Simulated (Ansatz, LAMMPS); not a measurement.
# Forces and charges in glassy 32SiO2-46B2O3-11MgO-11CaO (mol %) (137 atoms), part 2 of 2

Aim: energy, forces, charges and density of states of glassy 32SiO2-46B2O3-11MgO-11CaO (mol %) (137 atoms) at a fixed geometry.

Ansatz 0.2.0; Kohn-Sham DFT, PBE, PAW (set soft_2), plane waves.

The cell: 12 Si, 34 B, 4 Mg, 4 Ca and 83 O. The quench rate of 100 K/ps far exceeds what a furnace or splat quench reaches. The network of bonds at the start is that of the classical potential that made the cell. The Brillouin zone is sampled at Γ only, in a cell whose shortest periodic width is 11 Å.

So far. Step 3 (Plane-wave single point): Electrostatic potential energy in the bc plane at fractional x = 0.452, with atoms of Si and B and Ca and O within 0.2 Å of it. With pseudopotentials it is smooth inside the atoms' cores, unlike the true potential.

### 4. Distances and neighbours

These statistics describe the geometry on which the runs were made.

Density 2.52 g/cm³, 11.00 Å³ an atom.

g(r), total and by pair (bins of 0.2 Å):

```tsv
r (Å)	total	O-O	O-B	O-Si	O-Ca	O-Mg	B-B
1.30	1.43	0.00	4.74	0.00	0.00	0.00	0.00
1.50	2.24	0.00	7.03	1.22	0.00	0.00	0.00
1.70	1.01	0.00	0.00	9.55	0.00	0.00	0.00
1.90	0.09	0.00	0.00	0.00	0.00	2.47	0.00
2.10	0.20	0.00	0.10	0.00	0.00	4.88	0.00
2.30	0.78	1.78	0.12	0.00	0.96	1.72	0.00
2.50	1.34	2.74	0.03	0.00	5.25	0.31	0.82
2.70	1.02	1.44	0.18	0.00	1.98	0.50	3.40
2.90	0.93	1.08	0.43	0.42	0.23	0.42	1.28
3.10	0.89	0.84	0.95	0.49	0.57	0.37	0.43
3.30	0.94	0.68	1.21	1.26	0.65	1.14	0.67
3.50	1.07	0.78	1.67	1.32	1.06	0.89	0.67
3.70	1.04	0.61	1.74	1.40	0.52	1.05	0.59
3.90	1.24	0.80	1.62	1.75	0.94	2.12	1.03
4.10	1.01	0.93	0.91	1.69	1.19	0.98	1.12
4.30	0.95	0.85	0.84	0.85	1.57	1.27	1.52
4.50	1.09	1.36	0.82	0.65	1.27	0.63	1.44
4.70	1.06	1.44	0.71	0.88	0.82	0.49	1.65
4.90	1.01	1.27	0.87	0.70	1.21	0.90	0.55
5.10	1.00	1.22	0.74	0.89	0.90	0.90	1.04
5.30	0.89	0.71	1.07	0.90	0.64	0.64	1.00
5.50	0.98	0.91	1.15	0.86	0.95	0.84	0.82
```

Bonds by pair of elements; cutoffs follow the first minimum of g(r), held within bounds set by covalent radii, and pairs that aren't listed don't count as bonded:

```tsv
pair A-B	cutoff (Å)	bonds	mean length (Å)	spread (Å)	shortest (Å)	B about A	A about B
O-B	1.82	112	1.43	0.05	1.33	1.35	3.29
O-Si	2.08	48	1.64	0.032	1.57	0.578	4
O-Ca	2.98	30	2.55	0.129	2.36	0.361	7.5
O-Mg	2.58	23	2.12	0.15	1.87	0.277	5.75
```

How many atoms have how many bonded neighbours:

```tsv
element	mean	2	3	4	5	6	7	8
B	3.29	0	24	10	0	0	0	0
Ca	7.5	0	0	0	0	0	2	2
Mg	5.75	0	0	0	1	3	0	0
O	2.57	45	30	7	1	0	0	0
Si	4	0	0	12	0	0	0	0
```

Bond angles, per cent of each kind in bins of 5°:

```tsv
angle (°)	O-B-O	O-Ca-O	O-Si-O	O-Mg-O	B-O-Ca
50–55	0.0	8.2	0.0	0.0	0.0
55–60	0.0	12.2	0.0	0.0	0.0
60–65	0.0	4.1	0.0	7.3	0.0
65–70	0.0	2.0	0.0	10.9	0.0
70–75	0.0	2.0	0.0	3.6	8.5
75–80	0.0	4.1	0.0	3.6	4.3
80–85	0.0	5.1	0.0	7.3	6.4
85–90	0.0	3.1	0.0	7.3	17.0
90–95	0.0	3.1	0.0	10.9	23.4
95–100	0.0	2.0	5.6	7.3	14.9
100–105	5.3	6.1	23.6	3.6	4.3
105–110	19.7	7.1	29.2	5.5	4.3
110–115	24.2	12.2	23.6	0.0	0.0
115–120	30.3	4.1	8.3	5.5	6.4
120–125	15.9	2.0	8.3	3.6	2.1
125–130	4.5	4.1	1.4	3.6	4.3
130–135	0.0	4.1	0.0	3.6	4.3
135–140	0.0	1.0	0.0	3.6	0.0
140–145	0.0	3.1	0.0	3.6	0.0
145–150	0.0	2.0	0.0	0.0	0.0
150–155	0.0	1.0	0.0	5.5	0.0
155–160	0.0	2.0	0.0	0.0	0.0
160–165	0.0	2.0	0.0	1.8	0.0
165–170	0.0	3.1	0.0	0.0	0.0
170–175	0.0	0.0	0.0	1.8	0.0
```

Bond angles (no mean is given where the spread exceeds 20°):

```tsv
angle	count	mean (°)	spread (°)
O-B-O	132	115	6.1
O-Ca-O	98	-	-
O-Si-O	72	109	6.6
O-Mg-O	55	-	-
B-O-Ca	47	96.1	15.7
```

Oxygen atoms by the number of network formers (Si, P, Ge, B, Al, As, Ga) bound to them:

```tsv
network formers bound to O	O atoms	per cent
0	0	0
1	6	7.2
2	77	92.8
```

Network units: each former by its oxygen neighbours and how many of them bridge to another former:

```tsv
former	O neighbours	bridging O	atoms
Si	4	4	12
B	3	2	4
B	3	3	20
B	4	3	2
B	4	4	8
```

Bond length by coordination (bonds to H left out):

```tsv
element	coordination	atoms	mean bond length (Å)
B	3	24	1.40
B	4	10	1.48
Ca	7	2	2.51
Ca	8	2	2.58
Mg	5	1	2.08
Mg	6	3	2.14
O	2	45	1.52
O	3	30	1.79
O	4	7	1.99
O	5	1	2.05
```

Rings of the network by King's shortest-path rule, up to 12 atoms, one path for each pair of neighbours; H, halogens, alkali and alkaline-earth atoms are left out, and the last column divides by all other atoms, bonded or not:

```tsv
ring size (atoms)	rings	per network atom
8	3	0.023
10	8	0.062
12	6	0.047
```

First main peaks of g(r), for some of the pairs, lie near 2.4 Å (O-O), 1.4 Å (O-B), 1.6 Å (O-Si), 2.5 Å (O-Ca), 2.1 Å (O-Mg) and 2.7 Å (B-B). Counting bonds as in the table, 71 % of B atoms have 3, 50 % of Ca atoms have 7 and as many 8, 75 % of Mg atoms have 6 and 54 % of O atoms have 2 bonded neighbours. The O-B-O angle averages 115° with a spread of 6°. 93 % of the oxygens bridge two formers (Si and B) and 7 % are non-bridging. The commonest B unit has 3 oxygens, 3 of them shared with other formers (20 of 34 atoms). Rings of 10 atoms are the most common (47 % of those counted); sizes run from 8 to 12, where the search stops.

Local excerpt of 11 atoms (numbers count through the whole input) about O74, which has 4 bonded neighbours where the commonest count for O is 2; x, y, z are measured from there.

```tsv
atom	x	y	z	distance (Å)	bonds	Löwdin charge (e)	Fx	Fy	Fz (eV/Å)
O74	0.00	0.00	0.00	0.00	4	-0.69	1.43	1.00	0.83
B38	-0.58	0.27	-1.29	1.44	4	0.60	-3.02	-2.18	-1.13
Si7	0.80	-0.41	1.34	1.61	4	1.71	-0.91	-1.82	-0.13
O58	-1.79	1.07	-1.02	2.32	3	-0.44	0.88	-0.23	0.48
Mg47	1.74	1.32	-0.86	2.35	6	1.66	0.83	1.46	-0.60
O127	-0.87	-1.11	-1.88	2.35	2	-0.65	1.19	2.06	-0.43
O126	0.30	1.03	-2.14	2.39	3	-0.52	0.17	-0.15	-1.48
Ca52	-1.19	1.84	1.29	2.54	8	1.80	-1.07	0.74	0.35
O77	-0.24	-0.08	2.56	2.58	3	-0.64	2.06	0.45	-0.54
O105	2.04	0.71	1.43	2.59	4	-0.72	-1.15	0.39	0.17
O129	1.10	-1.99	1.32	2.63	2	-0.58	0.20	-0.46	-0.28
```

The column of bonds counts only the pairs O-B within 1.82 Å, O-Si within 2.08 Å, O-Ca within 2.98 Å, O-Mg within 2.58 Å; other neighbours, such as metal atoms beside each other in a compound, aren't counted, and periodic images can show an atom twice.

### 5. Outcome

| Property | Result |
| --- | --- |
| free energy per atom | -548.2654 eV/atom |
| pressure | -2.43 GPa |
| r.m.s. force component | 1.112 eV/Å |
| gap (highest filled to lowest empty level) | 3.229 eV |
| wall time of the 1 DFT run | 22 s |

In words: Between filled and empty levels lie 3.23 eV (at Γ alone); a semilocal functional tends to put such gaps too low. In a disordered cell it changes from sample to sample, and tail or defect levels can set it. Counting bonds as in the table, 71 % of B atoms have 3, 50 % of Ca atoms have 7 and as many 8, 75 % of Mg atoms have 6 and 54 % of O atoms have 2 bonded neighbours. 93 % of the oxygens bridge two formers (Si and B) and 7 % are non-bridging.

Caveats: The force components of 1.1 eV/Å r.m.s. reflect the temperature of the frame as well as the gap between the generating potential and DFT. The pressure of -2.4 GPa is that of one thermal frame, in which the classical model's bond lengths enter as well as the volume, without the kinetic term.

[Logs are printed without paths, hosts, clocks, repeated set-up lines and the standing remarks that a program may print on its own settings, such as how far it seeks lower states.]

[Hosts, paths, dates, database ids (printed as entryN), source tags and the programs' standing remarks are cut or masked in the printed files.]
